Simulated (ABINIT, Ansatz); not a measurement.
# Cs2NaAlH6 (Fm-3m): G0W0 with ABINIT, start to end, part 3 of 3

Wanted: ground state, empty states, screening and self-energy for Cs2NaAlH6 (Fm-3m).

ABINIT 10.8.3; LDA and many-body steps on it, plane waves. Known limits of the many-body steps: not at the basis limit; no spin-orbit coupling; coarse k mesh.

So far. Step 4 (Empty states on the mesh, 2×2×2 mesh, 304 bands): On this mesh the gap is 1.756 eV. Step 5 (Screening, 2×2×2 mesh, 278 bands, screening to 176.9 eV): Local fields lower ε∞ by 13 %. On a Γ-centred mesh this coarse the value itself is usually too large, while a short band sum pulls it down.

### Step 6. Self-energy, 2×2×2 mesh, 278 bands, screening to 176.9 eV

The self-energy is evaluated for the states that the input lists, and the levels follow from it, in one-shot runs by the linearised quasiparticle equation.

This step: G0W0 on LDA, plane waves, norm-conserving pseudopotentials.

run.abi

```
acell 3*1.0 Angstrom
rprim 
  -0.000000000000 4.312959000000 4.312959000000
  4.312959000000 -0.000000000000 4.312959000000
  4.312959000000 4.312959000000 -0.000000000000
ntypat 4
znucl 55 11 13 1
natom 10
typat 1 1 2 3 4 4 4 4 4 4
xred 
  0.250000000000 0.250000000000 0.250000000000
  0.750000000000 0.750000000000 0.750000000000
  0.500000000000 0.500000000000 0.500000000000
  -0.000000000000 -0.000000000000 0.000000000000
  0.208755000000 0.791245000000 0.791245000000
  0.208755000000 0.791245000000 0.208755000000
  0.791245000000 0.208755000000 0.791245000000
  0.791245000000 0.791245000000 0.208755000000
  0.208755000000 0.208755000000 0.791245000000
  0.791245000000 0.208755000000 0.208755000000
pp_dirpath "pseudos"
pseudos "Cs.upf, Na.upf, Al.upf, H.upf"
ecut 38
ngkpt 2 2 2
nshiftk 1
shiftk 0 0 0
kptopt 1
chksymbreak 0
istwfk *1
occopt 1
irdwfk 1
optdriver 4
nband 278
gwcalctyp 0
ecutsigx 38
symsigma 1
nkptgw 2
kptgw 
  0.5000000000 0.5000000000 0.0000000000
  0.0000000000 0.0000000000 0.0000000000
bdgw 
  17 20
  17 22
ecuteps 6.5
irdscr 1
ppmodel 1
indata_prefix "in"
outdata_prefix "out"
tmpdata_prefix "tmp"
```

The run is started by

```console
$ OMP_NUM_THREADS=1 mpirun -n 4 abinit run.abi > log
```

Numbers of over 12 decimals in the logs are rounded to 6 here.

The program printed:

```text
.Version 10.8.3 of ABINIT. v10.8.2 released Aug 2026.

 Symmetries : space group Fm -3 m (#225); Bravais cF (face-center cubic)
[... echo of the input left out ...]
== DATASET  1 ==================================================================
-   mpi_nproc: 4, omp_nthreads: 1 (-1 if OMP is not activated)

--- !DatasetInfo
iteration_state: {dtset: 1, }
dimensions: {natom: 10, nkpt: 3, mband: 278, nsppol: 1, nspinor: 1, nspden: 1, mpw: 12150, }
cutoff_energies: {ecut:  38.0, pawecutdg:  -1.0, }
electrons: {nelect:   3.60000000E+01, charge:   0.00000000E+00, occopt:   1.00000000E+00, tsmear:   1.00000000E-02, }

 SIGMA: Calculation of the GW corrections

 Based on a program developped by R.W. Godby, V. Olevano, G. Onida, and L. Reining.
 Incorporated in ABINIT by V. Olevano, G.-M. Rignanese, and M. Torrent.
.Using double precision arithmetic ; gwpc =  8

[... cell and pseudopotentials left out ...]
--------------------------------------------------------------------------------

 ==== K-mesh for the wavefunctions ====
 Number of points in the irreducible wedge :     3
[... list of points left out ...]
 Together with 48 symmetry operations and time-reversal symmetry
 yields     8 points in the full Brillouin Zone.

 ==== Q-mesh for screening function ====
 Number of points in the irreducible wedge :     3
[... list of points left out ...]
 Together with 48 symmetry operations and time-reversal symmetry
 yields     8 points in the full Brillouin Zone.

 vcoul_init : cutoff-mode = AUXILIARY_FUNCTION
 q-points for optical limit:   1
     1)      0.000010    0.000020    0.000030
 setmesh: FFT mesh size selected  =    64x   64x   64
          total number of points  =       262144

 Number of electrons calculated from density =   36.0000; Expected =   36.0000
 average of density, n =  0.033247
 r_s =    1.9292
 omega_plasma =   17.5886 [eV]

 === KS Band Gaps ===
  >>>> For spin  1
   Minimum direct gap =   2.2207 [eV], located at k-point      :   0.0000  0.0000  0.0000
   Fundamental gap    =   1.7564 [eV], Top of valence bands at :   0.5000  0.5000  0.0000
                                       Bottom of conduction at :   0.0000  0.0000  0.0000
 SIGMA fundamental parameters:
 PLASMON POLE MODEL  1
 number of plane-waves for SigmaX                12039
 number of plane-waves for SigmaC and W            869
 number of plane-waves for wavefunctions         12039
 number of bands                                   278
 number of independent spin polarizations            1
 number of spinorial components                      1
 number of k-points in IBZ                           3
 number of q-points in IBZ                           3
 number of symmetry operations                      48
 number of k-points in BZ                            8
 number of q-points in BZ                            8
 number of frequencies for dSigma/dE                 9
 frequency step for dSigma/dE [eV]                0.25
 number of omega for Sigma on real axis              0
 max omega for Sigma on real axis  [eV]           0.00
 zcut for avoiding poles [eV]                     0.10

 EPSILON^-1 parameters (SCR file):
 dimension of the eps^-1 matrix on file            869
 dimension of the eps^-1 matrix used               869
 number of plane-waves for wavefunctions         12039
 number of bands                                   278
 number of q-points in IBZ                           3
 number of frequencies                               2
 number of real frequencies                          1
 number of imag frequencies                          1

 matrix elements of self-energy operator (all in [eV])

 Perturbative Calculation

--- !SelfEnergy_ee
iteration_state: {dtset: 1, }
kpoint     : [   0.500,    0.500,    0.000, ]
spin       : 1
KS_gap     :    3.447
QP_gap     :    5.407
Delta_QP_KS:    1.960
data: !SigmaeeData |
     Band     E0 <VxcDFT>   SigX SigC(E0)      Z dSigC/dE  Sig(E)    E-E0       E
       17   0.877 -10.223 -12.979   1.564   0.790  -0.267 -11.165  -0.942  -0.064
       18   1.987 -10.799 -13.728   1.630   0.786  -0.273 -11.820  -1.020   0.967
       19   5.434  -7.988  -3.458  -3.398   0.830  -0.204  -7.049   0.940   6.374
       20   6.366  -8.237  -3.582  -3.478   0.827  -0.209  -7.263   0.974   7.340

--- !SelfEnergy_ee
iteration_state: {dtset: 1, }
kpoint     : [   0.000,    0.000,    0.000, ]
spin       : 1
KS_gap     :    2.221
QP_gap     :    4.065
Delta_QP_KS:    1.844
data: !SigmaeeData |
     Band     E0 <VxcDFT>   SigX SigC(E0)      Z dSigC/dE  Sig(E)    E-E0       E
       17   1.523 -10.340 -13.117   1.562   0.788  -0.269 -11.297  -0.957   0.566
       18   1.523 -10.340 -13.117   1.562   0.788  -0.269 -11.297  -0.957   0.566
       19   3.744  -8.104  -3.888  -3.144   0.827  -0.209  -7.217   0.887   4.631
       20   7.544  -8.602  -3.839  -3.587   0.818  -0.222  -7.640   0.962   8.505
       21   7.544  -8.602  -3.839  -3.587   0.818  -0.222  -7.640   0.962   8.505
       22   7.544  -8.602  -3.839  -3.587   0.818  -0.222  -7.640   0.962   8.505

== END DATASET(S) ==============================================================
================================================================================

 -outvars: echo values of variables after computation  --------
           etotal      0.0000000000E+00
            nband         278
             nkpt           3
          spgroup         225
 [... the other variables as echoed above ...]

 Calculation completed.
```

It took 2.6 min on 4 MPI ranks of Arm Neoverse N1, shared host; peak memory 2.6 GiB; 10 min of CPU time.

Numbers from this step:

| Item | Value |
| --- | --- |
| G0W0 gap on the points computed | 3.664 eV |
| starting gap on the mesh | 1.756 eV |
| k of the valence top | 0.5, 0.5, 0 |
| k of the conduction bottom | 0, 0, 0 |
| Z at the valence top | 0.786 |
| Z at the conduction bottom | 0.827 |
| least direct G0W0 gap on the computed points | 4.065 eV |

The gap on the mesh goes from 1.76 eV to 3.66 eV, a correction of +1.91 eV.

Limits: finite bands, cutoff and mesh; no spin-orbit coupling; coarse k mesh. v1 is the top filled band, c1 the lowest empty one. The levels before and after the correction (eV, zero at the valence-band top of each column):

|  | conduction bottom | valence top |
| --- | --- | --- |
| Kohn-Sham | 1.76 | 0.00 |
| G0W0 | 3.66 | 0.00 |

|  | level | energy (eV) |
| --- | --- | --- |
| Kohn-Sham | (0.5 0.5 0) v2 | -1.110 |
| Kohn-Sham | (0.5 0.5 0) v1 | 0.000 |
| Kohn-Sham | (0.5 0.5 0) c1 | 3.447 |
| Kohn-Sham | (0.5 0.5 0) c2 | 4.379 |
| Kohn-Sham | Γ v2-v1 | -0.464 |
| Kohn-Sham | Γ c1 | 1.756 |
| Kohn-Sham | Γ c2-c4 | 5.557 |
| G0W0 | (0.5 0.5 0) v2 | -1.031 |
| G0W0 | (0.5 0.5 0) v1 | 0.000 |
| G0W0 | (0.5 0.5 0) c1 | 5.407 |
| G0W0 | (0.5 0.5 0) c2 | 6.373 |
| G0W0 | Γ v2-v1 | -0.401 |
| G0W0 | Γ c1 | 3.664 |
| G0W0 | Γ c2-c4 | 7.538 |

### Step 7. Where the time went

Times are wall times on 4 MPI ranks of Arm Neoverse N1, shared host, good to a factor of about two.

| step | time | share | memory (GiB) |
| --- | --- | --- | --- |
| ground state | 59 s | 7 % | 0.53 |
| bands along the symmetry lines | 94 s | 11 % | 0.48 |
| empty states on the mesh | 6 min | 44 % | 0.68 |
| screening | 2.6 min | 19 % | 3.0 |
| self-energy | 2.6 min | 19 % | 2.6 |

### Step 8. Outcome

```yaml
lda_gap: 1.76 eV, indirect
g0w0_gap_on_the_mesh: 3.66 eV
gw_settings: 2×2×2 mesh, 278 bands, screening to 176.9 eV, Godby-Needs plasmon pole
known_limits: not at the basis limit; no spin-orbit coupling; coarse k mesh
```

In words: G0W0 moves the gap on the mesh from 1.76 eV to 3.66 eV (+1.91 eV), with Z of 0.79 and 0.83 at the edges. Local fields lower the RPA ε∞ on this mesh from 5.04 to 4.40; a Γ-centred mesh this coarse tends to raise both, most where the direct gap is narrow, while a short band sum lowers them. Only 2 of the mesh's irreducible points were corrected, so a valley elsewhere could overtake. The dearest step here is «empty states on the mesh». Bands and cutoff are finite, so the gap is not at the basis limit. The miss can reach some tenths of an eV and take either sign; the mesh is an error of its own. In the G0W0 run levels were corrected at 2 k points alone, so a gap called «on the mesh» is the least over those, and an edge elsewhere would be missed. The 2×2×2 mesh is coarse for this cell, which bears on the long-range parts of exchange and screening. The many-body steps are scalar-relativistic: spin-orbit coupling is not in them.

[Paths, hosts, dates, memory and timing lines, banners, echoed tables and standing remarks are left out of the program output.]

[Logs are printed without paths, hosts, clocks, repeated set-up lines and the standing remarks that a program may print on its own settings, such as how far it seeks lower states.]

[Runs of the session that timed out or met a known fault of the program may be left out.]

[Hosts, paths, dates, database ids (printed as entryN), source tags and the programs' standing remarks are cut or masked in the printed files.]

[G0W0 gaps are taken among the corrected bands and points alone; a level outside them can change the order at an edge.]

[Where Ansatz stands beside ABINIT at settings called matched, ABINIT's density can come from a denser mesh and the files from another edition; pairs whose starting gaps differed by over 0.03 eV were left out, so agreement reads better than it is.]
